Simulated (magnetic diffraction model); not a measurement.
## Tm2LuCu4Sn4 below its ordering temperature

Space group Immm (no. 71), a = 4.4270 Å, b = 6.8010 Å, c = 14.4420 Å.

| site | atom | x | y | z |
| --- | --- | --- | --- | --- |
| 2a | Lu | 0 | 0 | 0 |
| 4j | Tm | 1/2 | 0 | 0.6318 |
| 4h | Sn | 1/2 | 0.7055 | 0 |
| 4i | Sn | 0 | 0 | 0.7851 |
| 8l | Cu | 0 | 0.6869 | 0.6729 |

This is a made-up structure (elements placed in a structure type, unrelaxed), so the numbers test the method and describe no known phase.

Only Tm is taken to order (form factors of Tm3+); orders and moment sizes are assumed, and not adapted to the symmetry. Radiation: neutrons of λ = 1.909 Å, 3° to 55°; isotropic B of 0.21 Å² (Lu), 0.29 Å² (Tm), 0.33 Å² (Sn) and 0.28 Å² (Cu). Simulated constant-wavelength pattern: nuclear and magnetic terms add, the magnetic one as |2.695 fm × Σ f S⊥ exp(2πi Q·r) exp(−B s²)|², summed over all Q at one angle with the factor 1/(sin²θ cos θ). For collinear order S is the moment m, which repeats by lattice and centring translations R with the sign exp(−2πi k·R). Free-ion form factors, Sears's scattering lengths of 1992, no absorption; a label names one of the reflections at its angle. The strongest nuclear line in the range is 100, and lines under 0.2 are left out.

Above the ordering temperature:

| 2θ (°) | index | I |
| --- | --- | --- |
| 15.19 | (0 0 2) | 11.7 |
| 17.85 | (0 1 1) | 1.0 |
| 26.07 | (1 0 1) | 4.1 |
| 28.12 | (0 1 3) | 1.4 |
| 29.82 | (1 1 0) | 0.5 |
| 33.62 | (1 1 2) | 5.1 |
| 34.06 | (1 0 3) | 2.0 |
| 36.15 | (0 2 2) | 0.5 |
| 42.08 | (0 1 5) | 28.8 |
| 42.21 | (1 2 1) | 100.0 |
| 43.29 | (1 1 4) | 80.2 |
| 46.48 | (1 0 5) | 12.8 |
| 46.73 | (0 0 6) | 32.7 |
| 47.87 | (1 2 3) | 25.3 |
| 50.45 | (0 3 1) | 0.3 |
| 51.09 | (2 0 0) | 65.9 |
| 53.62 | (2 0 2) | 2.1 |
| 54.55 | (2 1 1) | 0.2 |

Below it (cell unchanged):

| 2θ (°) | I |
| --- | --- |
| 15.19 | 11.7 |
| 16.63 | 66.8 |
| 17.85 | 1.0 |
| 21.26 | 45.3 |
| 26.07 | 4.1 |
| 27.34 | 6.1 |
| 28.12 | 1.4 |
| 28.43 | 25.6 |
| 29.82 | 0.5 |
| 31.44 | 31.0 |
| 33.62 | 5.1 |
| 34.06 | 2.0 |
| 35.95 | 6.7 |
| 36.15 | 0.5 |
| 39.45 | 13.0 |
| 41.54 | 2.1 |
| 41.55 | 0.3 |
| 41.75 | 18.8 |
| 42.08 | 28.8 |
| 42.21 | 100.0 |
| 43.29 | 80.2 |
| 43.80 | 10.3 |
| 45.39 | 5.0 |
| 45.92 | 15.5 |
| 46.10 | 9.2 |
| 46.48 | 12.8 |
| 46.73 | 32.7 |
| 47.87 | 25.3 |
| 47.95 | 3.8 |
| 48.15 | 14.1 |
| 49.28 | 1.3 |
| 49.31 | 4.3 |
| 50.12 | 0.3 |
| 50.45 | 0.3 |
| 51.09 | 65.9 |
| 51.42 | 4.0 |
(The table stops after 36 lines; 4 more lie at higher angle.)

**Question.** Check that the new lines index with k = (1/2 1/2 1), then choose among these models:
A. collinear moments along [001], 5.5 μB on Tm; signs + at (1/2, 0, 0.6318), − at (0, 1/2, 0.8682)
B. collinear moments along [001], 5.5 μB on Tm; signs + at (1/2, 0, 0.6318), + at (0, 1/2, 0.8682)
C. collinear moments along [010], 5.5 μB on Tm; signs + at (1/2, 0, 0.6318), − at (0, 1/2, 0.8682)
D. collinear moments along [010], 5.5 μB on Tm; signs + at (1/2, 0, 0.6318), + at (0, 1/2, 0.8682)

The new lines index as (1/2 1/2 1) at 16.63°, (1/2 -1/2 2) at 21.26°, (1/2 1/2 3) at 27.34° and (1/2 -3/2 1) at 28.43°, that is as H ± k with k = (1/2 1/2 1), one of 2 inequivalent arms of its star (k and −k counted as one), which a powder can't tell apart. Half indices mean that the moments reverse under translations with k·R a half-integer, and the magnetic cell has twice the primitive volume.

Magnetic intensity, observed (below minus above) and for each model:

| 2θ (°) | index | observed | A | B | C | D |
| --- | --- | --- | --- | --- | --- | --- |
| 14.78 | (1/2 -1/2 0) | <0.2 | 99.1 | <0.2 | 69.6 | <0.2 |
| 21.26 | (1/2 -1/2 2) | 45.3 | 0.3 | 45.3 | 0.6 | 79.6 |
| 27.34 | (1/2 1/2 3) | 6.1 | 10.3 | 6.1 | 31.6 | 18.8 |
| 27.36 | (1/2 3/2 0) | <0.2 | 27.6 | <0.2 | 5.7 | <0.2 |
| 28.43 | (1/2 -3/2 1) | 25.6 | 21.6 | 25.6 | 6.2 | 7.3 |
| 31.44 | (1/2 3/2 2) | 31.0 | 0.2 | 31.0 | <0.2 | 16.1 |
| 34.20 | (1/2 -1/2 4) | <0.2 | 6.3 | <0.2 | 31.2 | 0.9 |
| 41.75 | (3/2 1/2 2) | 18.8 | <0.2 | 18.8 | <0.2 | 20.9 |

Model B matches.

The absence at (1/2 -1/2 0) is telling: the sublattices cancel there.

The structure used: k = (1/2 1/2 1), collinear moments along [001], 5.5 μB on Tm; signs + at (1/2, 0, 0.6318), + at (0, 1/2, 0.8682).
